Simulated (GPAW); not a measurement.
# N K-edge XANES of BN (P6_3/mmc)

What does one-electron theory with a core hole give for the N K edge of BN (P6_3/mmc)?

Program: GPAW 26.7.0. Level of theory: X-ray absorption from dipole matrix elements to empty bands, plane-wave PAW LDA. Results are calculated unless marked as measured.

The database entry behind the starting cell differs from later determinations by our own check (about 0.3 % short, minor phase), so it need not match the best structure at ambient conditions.

## Step 1: The starting structure

The structure is hexagonal, space group P6_3/mmc (No. 194). The conventional cell has a = 2.498 Å, b = 2.498 Å, c = 6.636 Å, α = 90.00°, β = 90.00°, γ = 120.00°. N has 3 B at 1.44 Å nearest. Nearest to B lie 3 N at 1.44 Å. Farther neighbours and most contacts between anions are not listed.

## Step 2: The field without a hole

The ground state comes first: it tells whether the system has a gap, which decides how the excited electron is treated.

scf.py reads:

```python
import numpy as np
from ase import Atoms
from ase.parallel import parprint, paropen
from gpaw import GPAW, PW, FermiDirac, Mixer, MixerDif, setup_paths
from gpaw.test import gen
setup_paths.insert(0, '.')
gen('N', name='nch1s', xcname='LDA', corehole=(1, 0, 0), write_xml=True)

atoms = Atoms('N2B2',
    cell=[[2.49824, 0, 0],
     [-1.24912, 2.1635393, 0],
     [0, 0, 6.6357]],
    scaled_positions=[[0.66666667, 0.33333333, 0.25],
     [0.33333333, 0.66666667, 0.75],
     [0.66666667, 0.33333333, 0.75],
     [0.33333333, 0.66666667, 0.25]],
    pbc=True)
atoms.calc = calc = GPAW(legacy_gpaw=True, mode=PW(500), xc='LDA', setups={0: 'nch1s'},
    kpts={'size': (11, 11, 4), 'gamma': True}, occupations=FermiDirac(0.05),
    charge=0, mixer=Mixer(0.1, 5, 50), maxiter=150,
    convergence={'density': 0.0001}, txt='scf.txt')
energy = atoms.get_potential_energy() + calc.get_reference_energy()
ef = calc.get_fermi_level()
out = dict(energy=energy, fermi=ef, forces=atoms.get_forces().tolist())
parprint(f'all-electron energy {energy:.4f} eV, Fermi level {ef:.4f} eV')
ev = np.array([[calc.get_eigenvalues(k, s) for k in range(len(calc.get_ibz_k_points()))] for s in range(calc.get_number_of_spins())])
out['homo'], out['lumo'], out['counts'] = ev[ev < ef].max(), ev[ev > ef].min(), sorted(set((ev < ef).sum((0, 2)).tolist()))
out['filled'] = (ev[:, 0] < ef).sum(1).tolist()
import json
with paropen('out.json', 'w') as f:
    json.dump(out, f)
```

The run is started by

```
$ OMP_NUM_THREADS=1 python scf.py
```

Numbers of over 12 decimals in the logs are rounded to 6 here.

Log:

```text
Input parameters:
  convergence: {density: 0.0001}
  kpts: {gamma: True,
         size: (11, 11, 4)}
  maxiter: 150
  mixer: {backend: pulay,
          beta: 0.1,
          method: separate,
          nmaxold: 5,
          weight: 50}
  mode: {ecut: 500.0,
         name: pw}
  occupations: {fixmagmom: False,
                name: fermi-dirac,
                width: 0.05}
  setups: {0: nch1s}

Initialize ...

[... PAW data sets ...]

Reference energy: -4266.977455  # eV

Spin-paired calculation

[... convergence settings ...]
Symmetries present (total): 2
  [... symmetry matrices ...]

484 k-points: 11 x 11 x 4 Monkhorst-Pack grid + [0.000000,0.000000,1/8]
138 k-points in the irreducible part of the Brillouin zone
       k-points in crystal coordinates                weights
   0:     0.00000000    0.00000000    0.00000000          1/484
   1:     0.00000000    0.00000000    0.25000000          2/484
   2:     0.00000000    0.00000000    0.50000000          1/484
   3:     0.00000000    0.09090909   -0.25000000          2/484
   4:     0.00000000    0.09090909    0.00000000          2/484
   5:     0.00000000    0.09090909    0.25000000          2/484
   6:     0.00000000    0.09090909    0.50000000          2/484
   7:     0.00000000    0.18181818   -0.25000000          2/484
   8:     0.00000000    0.18181818    0.00000000          2/484
   9:     0.00000000    0.18181818    0.25000000          2/484
          ...
 137:     0.45454545    0.45454545    0.50000000          4/484

Wave functions: Plane wave expansion
  Cutoff energy: 500.000 eV
  Number of coefficients (min, max): 883, 934
  Pulay-stress correction: 0.000000 eV/Ang^3 (de/decut=0.000000)
  Using FFTW library
  Wavefunction extrapolation:
    Improved wavefunction reuse through dual PAW basis

Occupation numbers: Fermi-Dirac:
  width: 0.0500  # eV

Eigensolver
   Davidson(niter=2)

Densities:
  Coarse grid: 14*14*35 grid
  Fine grid: 28*28*70 grid
  Total Charge: 0.000000

Density mixing:
  Method: separate
  Backend: pulay
  Linear mixing parameter: 0.1
  old densities: 5
  Width of damping distribution: 1.1
  Damping of long wavelength oscillations: 50

[... Hamiltonian set-up ...]
Number of atoms: 4
Number of atomic orbitals: 16
Number of bands in calculation: 14
Number of valence electrons: 16
Bands to converge: occupied

... initialized

Initializing position-dependent things.

Density initialized from atomic densities
Creating initial wave functions:
  14 bands from LCAO basis set

        N B

        B N

Atomic positions and initial magnetic moments

Positions:
   0 N      1.249120    0.721180    1.658925    ( 0.0000,  0.0000,  0.0000)
   1 N     -0.000000    1.442360    4.976775    ( 0.0000,  0.0000,  0.0000)
   2 B      1.249120    0.721180    4.976775    ( 0.0000,  0.0000,  0.0000)
   3 B     -0.000000    1.442360    1.658925    ( 0.0000,  0.0000,  0.0000)

Unit cell:
           periodic     x           y           z      points  spacing
  1. axis:    yes    2.498240    0.000000    0.000000    14     0.1545
  2. axis:    yes   -1.249120    2.163539    0.000000    14     0.1545
  3. axis:    yes    0.000000    0.000000    6.635700    35     0.1896

  Lengths:   2.498240   2.498240   6.635700
  Angles:   90.000000  90.000000 120.000000

Effective grid spacing dv^(1/3) = 0.1736

iter:   1   -40.542473
iter:   2   -39.412319   -0.96  -0.68
iter:   3   -37.587456   -0.69  -0.76
iter:   4   -37.462497   -2.16  -1.16
iter:   5   -37.407251   -1.78  -1.33
iter:   6   -37.393693   -2.82  -1.78
iter:   7   -37.383551   -2.79  -1.92
iter:   8   -37.381958   -4.24  -2.40
iter:   9   -37.381969c  -5.34  -3.46
iter:  10   -37.381959c  -5.94  -3.32
iter:  11   -37.381959c  -7.37  -4.23c
iter:  12   -37.381959c  -8.67c -4.84c

Converged after 12 iterations.

Dipole moment: (0.000000, -0.000000, -0.000000) |e|*Ang

Energy contributions relative to reference atoms: (reference = -4266.977455)

Kinetic:        +29.928434
Potential:      -28.964192
External:        +0.000000
XC:             -38.205491
Entropy (-ST):   -0.000000
Local:           -0.140710
SIC:             +0.000000
--------------------------
Free energy:    -37.381959
Extrapolated:   -37.381959

Showing only first 2 kpts
 Kpt  Band  Eigenvalues  Occupancy
  0     6      2.57419    2.00000
  0     7      2.57423    2.00000
  0     8      8.72313    0.00000
  0     9     13.96419    0.00000

  1     6      2.52117    2.00000
  1     7      2.52121    2.00000
  1     8      9.44837    0.00000
  1     9     13.02066    0.00000

Fermi level: 4.97086

Gap: 4.127 eV
Transition (v -> c):
  (s=0, k=108, n=7, [0.36, 0.36, 0.00]) -> (s=0, k=43, n=8, [0.09, 0.45, 0.00])
Direct/indirect transitions are different
Direct gap: 4.508 eV
Transition at: (s=0, k=86, n=7, [0.27, 0.36, 0.25])

Forces in eV/Ang:
  0 N     0.00000    0.00005    0.01947
  1 N     0.00000   -0.00005   -0.01947
  2 B     0.00000   -0.00000    0.00015
  3 B     0.00000    0.00000   -0.00015
Scalar-relativistic atomic LDA calculation for N (Nitrogen, Z=7)
Core hole in 1s state (1s occupation: 2.0)
300 radial gridpoints.
|------------------------------------------------|
|------------------------------------------------|
[... the atom generator's iteration count ...]

Energy contributions:
-------------------------
Kinetic:      +53.816217
XC:            -6.142385
Potential:   -101.727472
-------------------------
Total:        -54.053639

state      eigenvalue         ekin         rmax
-----------------------------------------------
1s^2.0 :   -14.019608    21.782698        0.149
2s^2.0 :    -0.676924     2.368146        1.016
2p^3.0 :    -0.265967     1.838177        0.965
-----------------------------------------------
(units: Bohr and Hartree)

Generating PAW setup
Kinetic energy of the core from tauc = 43.592016
Cutoffs:
rc(s)=1.140
rc(p)=1.000
rc(d)=1.090
rc(vbar)=1.120
rc(comp)=1.090
rc(nct)=1.140

Kinetic energy of the core states: 43.565395
Charge: 0.0
Core electrons: 2.0
Valence electrons: 5.0
Pseudo-core charge: 0.013034
Shape function alpha=8.417
Pseudo-electron charge 5.012684
state    eigenvalue         norm
--------------------------------
2s(2) :    -0.676924     1.071713
*s    :     0.323076
2p(3) :    -0.265967     0.952074
*p    :     0.734033
*d    :     0.000000
--------------------------------

Diagonalizing with gridspacing h=0.050

state   all-electron     PAW
-------------------------------
2s:      -0.676924    -0.677975
2p:      -0.265967    -0.268121
*d:                    0.048644
*f:                    0.076426
-------------------------------
all-electron energy -4304.3594 eV, Fermi level 4.9709 eV
```

Wall time 54 s (1 thread of Arm Neoverse N1, shared host); peak memory 0.2 GiB.

The mesh shows a gap of 4.13 eV, so the hole is first treated in a charged cell, without the excited electron.

## Step 3: Spectrum without a core hole, N atom 1

This cheap baseline ignores the attraction of the hole: it shows the absorber's empty states as they are in the ground state. The data set with a hole of occupation 0 only carries the core orbital.

The absorber has 3 B at 1.44 Å (trigonal planar, site symmetry -6m2).

xas.py reads:

```python
import numpy as np
from ase import Atoms
from ase.parallel import parprint, paropen
from gpaw import GPAW, PW, FermiDirac, Mixer, MixerDif, setup_paths
from gpaw.test import gen
setup_paths.insert(0, '.')
gen('N', name='nch1s', xcname='LDA', corehole=(1, 0, 0), write_xml=True)

atoms = Atoms('N2B2',
    cell=[[2.49824, 0, 0],
     [-1.24912, 2.1635393, 0],
     [0, 0, 6.6357]],
    scaled_positions=[[0.66666667, 0.33333333, 0.25],
     [0.33333333, 0.66666667, 0.75],
     [0.66666667, 0.33333333, 0.75],
     [0.33333333, 0.66666667, 0.25]],
    pbc=True)
atoms.calc = calc = GPAW(legacy_gpaw=True, mode=PW(500), xc='LDA', setups={0: 'nch1s'},
    kpts={'size': (11, 11, 4), 'gamma': True}, occupations=FermiDirac(0.02),
    charge=0, mixer=Mixer(0.1, 5, 50), maxiter=150,
    convergence={'density': 0.0001}, txt='scf.txt')
energy = atoms.get_potential_energy() + calc.get_reference_energy()
ef = calc.get_fermi_level()
out = dict(energy=energy, fermi=ef, forces=atoms.get_forces().tolist())
parprint(f'all-electron energy {energy:.4f} eV, Fermi level {ef:.4f} eV')
ev = np.array([[calc.get_eigenvalues(k, s) for k in range(len(calc.get_ibz_k_points()))] for s in range(calc.get_number_of_spins())])
out['homo'], out['lumo'], out['counts'] = ev[ev < ef].max(), ev[ev > ef].min(), sorted(set((ev < ef).sum((0, 2)).tolist()))
out['filled'] = (ev[:, 0] < ef).sum(1).tolist()

from gpaw.xas import XAS
nb = int(calc.get_number_of_electrons() / 2) + 25
top = nb
nscf = calc.fixed_density(kpts={'size': (10, 10, 4), 'gamma': True},
    convergence={'eigenstates': 1.0}, txt='nscf.txt')
nscf.diagonalize_full_hamiltonian(nbands=nb)
cell = atoms.cell.array
ops = [cell.T @ U.T @ np.linalg.inv(cell.T) for U in nscf.wfs.kd.symmetry.op_scc]
filled = [8]  # bands filled in the ground state, by spin
E = np.arange(-25, 34, 0.1)
fwhm = np.interp(E, [4, 25], [0.9, 3.5])
Y, X, zero, highest = 0, 0, 1e9, 1e9
for spin in range(nscf.get_number_of_spins()):
    xas = XAS(nscf, mode='all', center=0, spin=spin)
    eps = xas.eps_kn
    d = xas.sigma_cmkn  # core-to-band dipole matrix elements, k weights included
    T = np.einsum('amkn,bmkn->abkn', d, d.conj()).real
    T = sum(np.einsum('ai,ijkn,bj->abkn', R, T, R) for R in ops) / len(ops)
    empty = np.ones_like(eps, bool) & (np.arange(nb) >= filled[spin])
    zero, highest = min(zero, eps[empty].min()), min(highest, eps[:, top - 1].min())
    lines = [(eps, T, empty)] if spin == 0 else lines + [(eps, T, empty)]
for eps, T, empty in lines:
    f = np.einsum('aakn->akn', T).reshape(3, -1)
    x = eps.ravel() - zero
    w = np.interp(x, E, fwhm) / 2.35482
    g = np.exp(-0.5 * ((E[:, None] - x) / w) ** 2) / (w * (2 * np.pi) ** 0.5)
    Y = Y + (f * empty.ravel()) @ g.T
    X = X + (f * ~empty.ravel()) @ g.T
out.update(E=E.round(2).tolist(), xas=Y.tolist(), xes=X.tolist(), zero=zero, valid=highest - zero, nk=len(eps), nb=nb)
for i in range(0, len(E), 10):
    parprint(f'{E[i]:7.2f}', *(f'{v:10.3e}' for v in Y[:, i]))
import json
with paropen('out.json', 'w') as f:
    json.dump(out, f)
```

The run is started by

```
$ OMP_NUM_THREADS=1 python xas.py
```

Log:

```text
Input parameters:
  convergence: {density: 0.0001}
  kpts: {gamma: True,
         size: (11, 11, 4)}
  maxiter: 150
  mixer: {backend: pulay,
          beta: 0.1,
          method: separate,
          nmaxold: 5,
          weight: 50}
  mode: {ecut: 500.0,
         name: pw}
  occupations: {fixmagmom: False,
                name: fermi-dirac,
                width: 0.02}
  setups: {0: nch1s}

Initialize ...

[...]
*p    :     0.734033
*d    :     0.000000
--------------------------------

Diagonalizing with gridspacing h=0.050

state   all-electron     PAW
-------------------------------
2s:      -0.676924    -0.677975
2p:      -0.265967    -0.268121
*d:                    0.048644
*f:                    0.076426
-------------------------------
all-electron energy -4304.3594 eV, Fermi level 4.4708 eV
[...]
32.00  4.168e-05  4.168e-05  1.149e-04
  33.00  4.315e-05  4.315e-05  7.533e-05
[key lines of the parts left out:]
Converged after 12 iterations.
Dipole moment: (0.000000, -0.000000, -0.000000) |e|*Ang
Free energy:    -37.381959
Fermi level: 4.47084
```

The job ended after 8.5 min (1 thread; peak memory 0.38 GiB).

The N K spectrum, N atom 1, no core hole (energy from the lowest empty level; intensity scaled to a mean of 1 over the first 20 eV; polarised curves are means over the symmetry-equivalent atoms):

```csv
E (eV),isotropic,ε ⊥ c,ε ∥ c
-2.0,0.00,0.00,0.00
-1.0,0.00,0.00,0.00
0.0,0.04,0.00,0.11
1.0,0.39,0.01,1.16
2.0,0.57,0.03,1.65
3.0,0.84,0.08,2.35
4.0,0.79,0.07,2.23
5.0,0.76,0.15,1.99
6.0,0.51,0.31,0.91
7.0,0.78,0.78,0.78
8.0,1.33,1.49,1.01
9.0,1.47,1.73,0.95
10.0,0.93,1.20,0.41
11.0,0.74,1.01,0.19
12.0,0.73,1.02,0.15
13.0,0.93,1.27,0.26
14.0,1.17,1.50,0.52
15.0,1.47,1.89,0.63
16.0,1.83,2.43,0.65
17.0,1.82,2.34,0.80
18.0,1.45,1.65,1.04
19.0,1.03,1.01,1.06
20.0,0.70,0.64,0.81
21.0,0.52,0.52,0.53
22.0,0.50,0.57,0.36
23.0,0.53,0.65,0.28
24.0,0.53,0.66,0.28
25.0,0.52,0.61,0.36
26.0,0.51,0.52,0.49
27.0,0.50,0.42,0.66
28.0,0.49,0.31,0.84
29.0,0.48,0.24,0.96
```

Main maxima below 24 eV (height): 3.2 eV (0.86), 8.6 eV (1.54) and 16.5 eV (1.89). A K edge sees empty p states; at this planar three-fold site the curve for the electric vector normal to the plane peaks at 3.2 eV, where it is mainly π* that absorbs: that direction carries over 70 % of the weight there.

The same matrix elements for filled bands give the N K emission of N atom 1 (ground-state approximation; energy from the lowest empty level, largest value 1):

```csv
E (eV),emission
-24.00,0.00
-23.25,0.00
-22.50,0.00
-21.75,0.00
-21.00,0.00
-20.25,0.01
-19.50,0.01
-18.75,0.01
-18.00,0.00
-17.25,0.00
-16.50,0.00
-15.75,0.00
-15.00,0.00
-14.25,0.00
-13.50,0.03
-12.75,0.35
-12.00,0.47
-11.25,0.34
-10.50,0.38
-9.75,0.55
-9.00,0.72
-8.25,0.99
-7.50,0.96
-6.75,0.73
-6.00,0.80
-5.25,0.67
-4.50,0.54
-3.75,0.13
-3.00,0.00
-2.25,0.00
-1.50,0.00
-0.75,0.00
0.00,0.00
0.75,0.00
1.50,0.00
2.25,0.00
3.00,0.00
```

Emission maxima: -12.2 eV (0.50), -8.2 eV (1.00) and -6.0 eV (0.80).

## Step 4: Supercell without a hole, the energy reference

The photon energy needs a difference of total energies, so the cell and mesh of the coming hole run are first run without a hole.

scf.py, as its differences from that of step 2:

```diff
@@ -8,13 +8,25 @@
 
-atoms = Atoms('N2B2',
-    cell=[[2.49824, 0, 0],
-     [-1.24912, 2.1635393, 0],
+atoms = Atoms('N8B8',
+    cell=[[4.99648, 0, 0],
+     [-2.49824, 4.32707861, 0],
      [0, 0, 6.6357]],
-    scaled_positions=[[0.66666667, 0.33333333, 0.25],
+    scaled_positions=[[0.33333333, 0.16666667, 0.25],
+     [0.33333333, 0.66666667, 0.25],
+     [0.83333333, 0.16666667, 0.25],
+     [0.83333333, 0.66666667, 0.25],
+     [0.16666667, 0.33333333, 0.75],
+     [0.16666667, 0.83333333, 0.75],
+     [0.66666667, 0.33333333, 0.75],
+     [0.66666667, 0.83333333, 0.75],
+     [0.33333333, 0.16666667, 0.75],
      [0.33333333, 0.66666667, 0.75],
-     [0.66666667, 0.33333333, 0.75],
-     [0.33333333, 0.66666667, 0.25]],
+     [0.83333333, 0.16666667, 0.75],
+     [0.83333333, 0.66666667, 0.75],
+     [0.16666667, 0.33333333, 0.25],
+     [0.16666667, 0.83333333, 0.25],
+     [0.66666667, 0.33333333, 0.25],
+     [0.66666667, 0.83333333, 0.25]],
     pbc=True)
 atoms.calc = calc = GPAW(legacy_gpaw=True, mode=PW(500), xc='LDA', setups={0: 'nch1s'},
-    kpts={'size': (11, 11, 4), 'gamma': True}, occupations=FermiDirac(0.05),
+    kpts={'size': (4, 4, 3), 'gamma': True}, occupations=FermiDirac(0.02),
     charge=0, mixer=Mixer(0.1, 5, 50), maxiter=150,
```

The run is started by

```
$ OMP_NUM_THREADS=1 python scf.py
```

Log:

```text
Input parameters:
  convergence: {density: 0.0001}
  kpts: {gamma: True,
         size: (4, 4, 3)}
  maxiter: 150
  mixer: {backend: pulay,
          beta: 0.1,
          method: separate,
          nmaxold: 5,
          weight: 50}
  mode: {ecut: 500.0,
         name: pw}
  occupations: {fixmagmom: False,
                name: fermi-dirac,
                width: 0.02}
  setups: {0: nch1s}

Initialize ...

[...]
--------------------------------
2s(2) :    -0.676924     1.071713
*s    :     0.323076
2p(3) :    -0.265967     0.952074
*p    :     0.734033
*d    :     0.000000
--------------------------------

Diagonalizing with gridspacing h=0.050

state   all-electron     PAW
-------------------------------
2s:      -0.676924    -0.677975
2p:      -0.265967    -0.268121
*d:                    0.048644
*f:                    0.076426
-------------------------------
all-electron energy -17217.4498 eV, Fermi level 4.4283 eV
[key lines of the parts left out:]
Converged after 15 iterations.
Dipole moment: (0.000000, -0.000000, -0.000000) |e|*Ang
Free energy:   -149.539959
Fermi level: 4.42828
```

Wall time 2.4 min (1 thread); peak memory 0.3 GiB.

Reference energy: -17217.450 eV with the cores included.

[end of part 1 of 2]

[Banner, clock and machine lines of the logs are left out without a mark of their own.]

[Logs are printed without paths, hosts, clocks, repeated set-up lines and the standing remarks that a program may print on its own settings, such as how far it seeks lower states.]

[Hosts, paths, dates, database ids (printed as entryN), source tags and the programs' standing remarks are cut or masked in the printed files.]

[Lists of maxima count a maximum above −3 eV only where it reaches 4 % of the highest in the window and stands out from its surroundings by 2 % of it (1.5 % where it reaches 55 %); shoulders and weaker maxima are passed over, and of the rest the first, up to two pre-edge ones and the few strongest are named.]
